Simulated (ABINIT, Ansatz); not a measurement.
## Quasiparticle gap of K2LiAlF6 (Fm-3m) in ABINIT

Wanted: ground state, empty states, screening and self-energy for K2LiAlF6 (Fm-3m).

Main program and level: ABINIT 10.8.3; LDA and many-body steps on it, plane waves.

## 1. Set-up

Symmetry: Fm-3m, No. 225, cubic system. The conventional cell has a = 7.842 Å, b = 7.842 Å, c = 7.842 Å, α = 90.00°, β = 90.00°, γ = 90.00°. Nearest to K lie 12 F at 2.78 Å. Li has 6 F at 2.11 Å nearest. Nearest to Al lie 6 F at 1.81 Å. Nearest to F lie 1 Al at 1.81 Å and 1 Li at 2.11 Å and 4 K at 2.78 Å. Farther neighbours and most contacts between anions are not listed.

The cell and positions come from the Crystallography Open Database and are kept as given unless a step says otherwise.

## 2. Ground state

This step: ABINIT 10.8.3; DFT, LDA, plane waves, norm-conserving pseudopotentials.

The ground-state density comes first.

Contents of run.abi:

```
acell 3*1.0 Angstrom
rprim 
  0.000000000000 3.921000000000 3.921000000000
  3.921000000000 0.000000000000 3.921000000000
  3.921000000000 3.921000000000 -0.000000000000
ntypat 4
znucl 19 3 13 9
natom 10
typat 1 1 2 3 4 4 4 4 4 4
xred 
  0.250000000000 0.250000000000 0.250000000000
  0.750000000000 0.750000000000 0.750000000000
  0.500000000000 0.500000000000 0.500000000000
  0.000000000000 -0.000000000000 0.000000000000
  0.768900000000 0.231100000000 0.231100000000
  0.231100000000 0.768900000000 0.231100000000
  0.231100000000 0.768900000000 0.768900000000
  0.768900000000 0.231100000000 0.768900000000
  0.231100000000 0.231100000000 0.768900000000
  0.768900000000 0.768900000000 0.231100000000
pp_dirpath "pseudos"
pseudos "K.upf, Li.upf, Al.upf, F.upf"
ecut 36
ngkpt 4 4 4
nshiftk 1
shiftk 0 0 0
kptopt 1
chksymbreak 0
nband 42
occopt 1
tolvrs 1e-10
nstep 60
prtwf 0
optforces 0
optstress 0
indata_prefix "in"
outdata_prefix "out"
tmpdata_prefix "tmp"
```

Started as:

```bash
$ OMP_NUM_THREADS=1 mpirun -n 4 abinit run.abi > log
```

Numbers of over 12 decimals in the logs are rounded to 6 here.

The program printed:

```text
.Version 10.8.3 of ABINIT. v10.8.2 released Aug 2026.

 Symmetries : space group Fm -3 m (#225); Bravais cF (face-center cubic)
================================================================================
 Values of the parameters that define the memory need of the present run
     intxc =       0    ionmov =       0      iscf =       7    lmnmax =       6
     lnmax =       6     mgfft =      60  mpssoang =       3    mqgrid =    3001
     natom =      10  nloc_mem =       1    nspden =       1   nspinor =       1
    nsppol =       1      nsym =      48    n1xccc =    2501    ntypat =       4
    occopt =       1   xclevel =       1
-    mband =          42        mffmem =           1         mkmem =           2
       mpw =        8424          nfft =      216000          nkpt =           8
================================================================================
  Rough estimation (10% accuracy) of disk space for files :
================================================================================

--------------------------------------------------------------------------------
------------- Echo of variables that govern the present computation ------------
--------------------------------------------------------------------------------
 -outvars: echo values of preprocessed input variables --------
            acell      1.8897261259E+00  1.8897261259E+00  1.8897261259E+00 Bohr

      chksymbreak           0
             ecut      3.60000000E+01 Hartree
-          fftalg         312

              ixc       -1012
              kpt      0.00000000E+00  0.00000000E+00  0.00000000E+00
                       2.50000000E-01  0.00000000E+00  0.00000000E+00
                       5.00000000E-01  0.00000000E+00  0.00000000E+00
                       2.50000000E-01  2.50000000E-01  0.00000000E+00
                       5.00000000E-01  2.50000000E-01  0.00000000E+00
                      -2.50000000E-01  2.50000000E-01  0.00000000E+00
                       5.00000000E-01  5.00000000E-01  0.00000000E+00
                      -2.50000000E-01  5.00000000E-01  2.50000000E-01
         kptrlatt        4    0    0      0    4    0      0    0    4
          kptrlen      4.19151185E+01
P           mkmem           2
            natom          10
            nband          42
            ngfft          60      60      60
             nkpt           8
            nstep          60
             nsym          48
           ntypat           4
              occ      2.000000  2.000000  2.000000  2.000000  2.000000  2.000000
                       2.000000  2.000000  2.000000  2.000000  2.000000  2.000000
                       2.000000  2.000000  2.000000  2.000000  2.000000  2.000000
                       2.000000  2.000000  2.000000  2.000000  2.000000  2.000000
                       2.000000  2.000000  2.000000  2.000000  2.000000  2.000000
                       2.000000  2.000000  2.000000  0.000000  0.000000  0.000000
                       0.000000  0.000000  0.000000  0.000000  0.000000  0.000000
        optforces           0
        optstress           0
            prtwf           0
            rprim      0.0000000000E+00  3.9210000000E+00  3.9210000000E+00
                       3.9210000000E+00  0.0000000000E+00  3.9210000000E+00
                       3.9210000000E+00  3.9210000000E+00 -0.0000000000E+00
          spgroup         225

           tolvrs      1.00000000E-10

             xred      2.5000000000E-01  2.5000000000E-01  2.5000000000E-01
                       7.5000000000E-01  7.5000000000E-01  7.5000000000E-01
[...]
znucl       19.00000    3.00000   13.00000    9.00000

================================================================================

 chkinp: Checking input parameters for consistency.

================================================================================
== DATASET  1 ==================================================================
-   mpi_nproc: 4, omp_nthreads: 1 (-1 if OMP is not activated)

--- !DatasetInfo
iteration_state: {dtset: 1, }
dimensions: {natom: 10, nkpt: 8, mband: 42, nsppol: 1, nspinor: 1, nspden: 1, mpw: 8424, }
cutoff_energies: {ecut:  36.0, pawecutdg:  -1.0, }
electrons: {nelect:   6.60000000E+01, charge:   0.00000000E+00, occopt:   1.00000000E+00, tsmear:   1.00000000E-02, }

 Real(R)+Recip(G) space primitive vectors, cartesian coordinates (Bohr,Bohr^-1):
 R(1)=  0.0000000  7.4096161  7.4096161  G(1)= -0.0674799  0.0674799  0.0674799
 R(2)=  7.4096161  0.0000000  7.4096161  G(2)=  0.0674799 -0.0674799  0.0674799
 R(3)=  7.4096161  7.4096161  0.0000000  G(3)=  0.0674799  0.0674799 -0.0674799
 Unit cell volume ucvol=  8.1361159E+02 bohr^3
 Angles (23,13,12)=  6.00000000E+01  6.00000000E+01  6.00000000E+01 degrees

 getcut: wavevector=  0.0000  0.0000  0.0000  ngfft=  60  60  60
         ecut(hartree)=     36.000   => boxcut(ratio)=   2.11994

--- Pseudopotential description ------------------------------------------------
- K Generated using ONCVPSP code by D. R. Hamann
- 19.00000   9.00000  180309                  znucl, zion, pspdat
12 -1012 2 -1 2170                            pspcod,pspxc,lmax,lloc,mmax
     nproj     2     2     2
  pspatm : epsatm=    8.21740868
         --- l  ekb(1:nproj) -->
[...]
pspatm: atomic psp has been read  and splines computed

[...]
- F Generated using ONCVPSP code by D. R. Hamann
-  9.00000   7.00000  201202                  znucl, zion, pspdat
12 -1012 2 -1 824                             pspcod,pspxc,lmax,lloc,mmax
     nproj     2     2     1
  pspatm : epsatm=    4.94580260
         --- l  ekb(1:nproj) -->
[...]
2   -2.364936
 pspatm: atomic psp has been read  and splines computed

   3.25367968E+03                                ecore*ucvol(ha*bohr**3)
--------------------------------------------------------------------------------

_setup2: Arith. and geom. avg. npw (full set) are    8394.516    8394.487

================================================================================

--- !BeginCycle
iteration_state: {dtset: 1, }
solver: {iscf: 7, nstep: 60, nline: 4, wfoptalg: 0, }
tolerances: {tolvrs: 1.00E-10, }

     iter   Etot(hartree)      deltaE(h)  residm     vres2
 ETOT  1  -217.07043192333    -2.171E+02 1.689E-01 8.947E+02
 ETOT  2  -217.32465862763    -2.542E-01 9.235E-03 4.299E+02
 ETOT  3  -217.47672732317    -1.521E-01 5.633E-03 3.933E+01
 ETOT  4  -217.48294970825    -6.222E-03 6.289E-03 1.066E+00
 ETOT  5  -217.48315679836    -2.071E-04 1.433E-03 1.407E-01
 ETOT  6  -217.48316548266    -8.684E-06 1.255E-03 3.786E-03
 ETOT  7  -217.48316590783    -4.252E-07 8.008E-04 2.018E-04
 ETOT  8  -217.48316591351    -5.682E-09 2.896E-04 1.415E-05
 ETOT  9  -217.48316591520    -1.687E-09 4.604E-04 1.462E-07
 ETOT 10  -217.48316591524    -4.474E-11 2.642E-04 2.663E-09
 ETOT 11  -217.48316591523     9.692E-12 3.180E-04 4.093E-11

 At SCF step   11       vres2   =  4.09E-11 < tolvrs=  1.00E-10 =>converged.

--- !ResultsGS
iteration_state: {dtset: 1, }
comment   : Summary of ground state results
lattice_vectors:
- [  0.0000000,   7.4096161,   7.4096161, ]
- [  7.4096161,   0.0000000,   7.4096161, ]
- [  7.4096161,   7.4096161,  -0.0000000, ]
lattice_lengths: [  10.47878,   10.47878,   10.47878, ]
lattice_angles: [ 60.000,  60.000,  60.000, ] # degrees, (23, 13, 12)
lattice_volume:   8.1361159E+02
convergence: {deltae:  9.692E-12, res2:  4.093E-11, residm:  3.180E-04, diffor:  0.000E+00, }
etotal    :  -2.17483166E+02
entropy   :   0.00000000E+00
fermie    :   1.14303946E-02
cartesian_stress_tensor: null
pressure_GPa: null
xred      :
- [  2.5000E-01,   2.5000E-01,   2.5000E-01,  K]
- [  7.5000E-01,   7.5000E-01,   7.5000E-01,  K]
- [  5.0000E-01,   5.0000E-01,   5.0000E-01, Li]
- [  0.0000E+00,   0.0000E+00,   0.0000E+00, Al]
- [  7.6890E-01,   2.3110E-01,   2.3110E-01,  F]
- [  2.3110E-01,   7.6890E-01,   2.3110E-01,  F]
- [  2.3110E-01,   7.6890E-01,   7.6890E-01,  F]
- [  7.6890E-01,   2.3110E-01,   7.6890E-01,  F]
- [  2.3110E-01,   2.3110E-01,   7.6890E-01,  F]
- [  7.6890E-01,   7.6890E-01,   2.3110E-01,  F]
cartesian_forces: null
force_length_stats: {min: null, max: null, mean: null, }

 Integrated electronic density in atomic spheres:
 ------------------------------------------------
 Atom  Sphere_radius  Integrated_density
[...]
================================================================================

 ----iterations are completed or convergence reached----

 Mean square residual over all n,k,spin=   44.212E-07; max=  31.801E-05
 reduced coordinates (array xred) for   10 atoms
[...]
0.231100000000      0.768900000000      0.231100000000
       0.231100000000      0.768900000000      0.768900000000
       0.768900000000      0.231100000000      0.768900000000
       0.231100000000      0.231100000000      0.768900000000
       0.768900000000      0.768900000000      0.231100000000
 rms dE/dt=  0.0000E+00; max dE/dt=  0.0000E+00; dE/dt below (all hartree)
    1       0.000000000000      0.000000000000      0.000000000000
    2       0.000000000000      0.000000000000      0.000000000000
    3       0.000000000000      0.000000000000      0.000000000000
    4       0.000000000000      0.000000000000      0.000000000000
    5       0.000000000000      0.000000000000      0.000000000000
    6       0.000000000000      0.000000000000      0.000000000000
    7       0.000000000000      0.000000000000      0.000000000000
    8       0.000000000000      0.000000000000      0.000000000000
    9       0.000000000000      0.000000000000      0.000000000000
   10       0.000000000000      0.000000000000      0.000000000000

 cartesian coordinates (angstrom) at end:
[...]
6      3.921000     1.812286     3.921000
    7      6.029714     3.921000     3.921000
    8      3.921000     6.029714     3.921000
    9      3.921000     3.921000     1.812286
   10      3.921000     3.921000     6.029714
 length scales=  1.889726125908  1.889726125908  1.889726125908 bohr
              =  1.000000000000  1.000000000000  1.000000000000 angstroms
 prteigrs : about to open file out_EIG
 Fermi (or HOMO) energy (hartree) =   0.01143   Average Vxc (hartree)=  -0.38428
 Eigenvalues (hartree) for nkpt=   8  k points:
 kpt#   1, nband= 42, wtk=  0.01563, kpt=  0.0000  0.0000  0.0000 (reduced coord)
  -1.47234   -0.90852   -0.90512   -0.73273   -0.70602   -0.70602   -0.70602   -0.69362
  -0.69362   -0.31849   -0.31849   -0.31849   -0.30956   -0.30956   -0.30956   -0.16179
  -0.10131   -0.10131   -0.10131   -0.06106   -0.06106   -0.06106   -0.03642   -0.03642
  -0.01619   -0.01619   -0.01619   -0.00488   -0.00488   -0.00488    0.01143    0.01143
   0.01143    0.28901    0.38000    0.38000    0.38932    0.38932    0.38932    0.46706
   0.46706    0.46707
 prteigrs : prtvol=0 or 1, do not print more k-points.

--- !EnergyTerms
iteration_state     : {dtset: 1, }
comment             : Components of total free energy in Hartree
kinetic             :  1.24008732237458E+02
hartree             :  5.59684461150255E+01
xc                  : -4.78923389127444E+01
Ewald energy        : -1.49370855148733E+02
psp_core            :  3.99905769513063E+00
local_psp           : -1.92237349930554E+02
non_local_psp       : -1.19588579708150E+01
total_energy        : -2.17483165915232E+02
total_energy_eV     : -5.91801842971814E+03
band_energy         : -2.04502171281384E+01

== END DATASET(S) ==============================================================
================================================================================

 -outvars: echo values of variables after computation  --------
           etotal     -2.1748316592E+02
            nband          42
             nkpt           8
          spgroup         225
 [... the other variables as echoed above ...]

 Calculation completed.
```

It took 47 s on 4 MPI ranks of Arm Neoverse V1, shared host; peak memory 0.49 GiB.

This step gave:

* total energy: -5918.0184 eV
* gap: 7.553 eV
* k of the valence top: 0, 0, 0
* k of the conduction bottom: 0, 0, 0
* least direct gap: 7.553 eV

The gap is direct, at Γ.

[end of part 1 of 3]

[Paths, hosts, dates, memory and timing lines, banners, echoed tables and standing remarks are left out of the program output.]

[Logs are printed without paths, hosts, clocks, repeated set-up lines and the standing remarks that a program may print on its own settings, such as how far it seeks lower states.]

[Runs of the session that timed out or met a known fault of the program may be left out.]

[Hosts, paths, dates, database ids (printed as entryN), source tags and the programs' standing remarks are cut or masked in the printed files.]

[G0W0 gaps are taken among the corrected bands and points alone; a level outside them can change the order at an edge.]

[Where Ansatz stands beside ABINIT at settings called matched, ABINIT's density can come from a denser mesh and the files from another edition; pairs whose starting gaps differed by over 0.03 eV were left out, so agreement reads better than it is.]
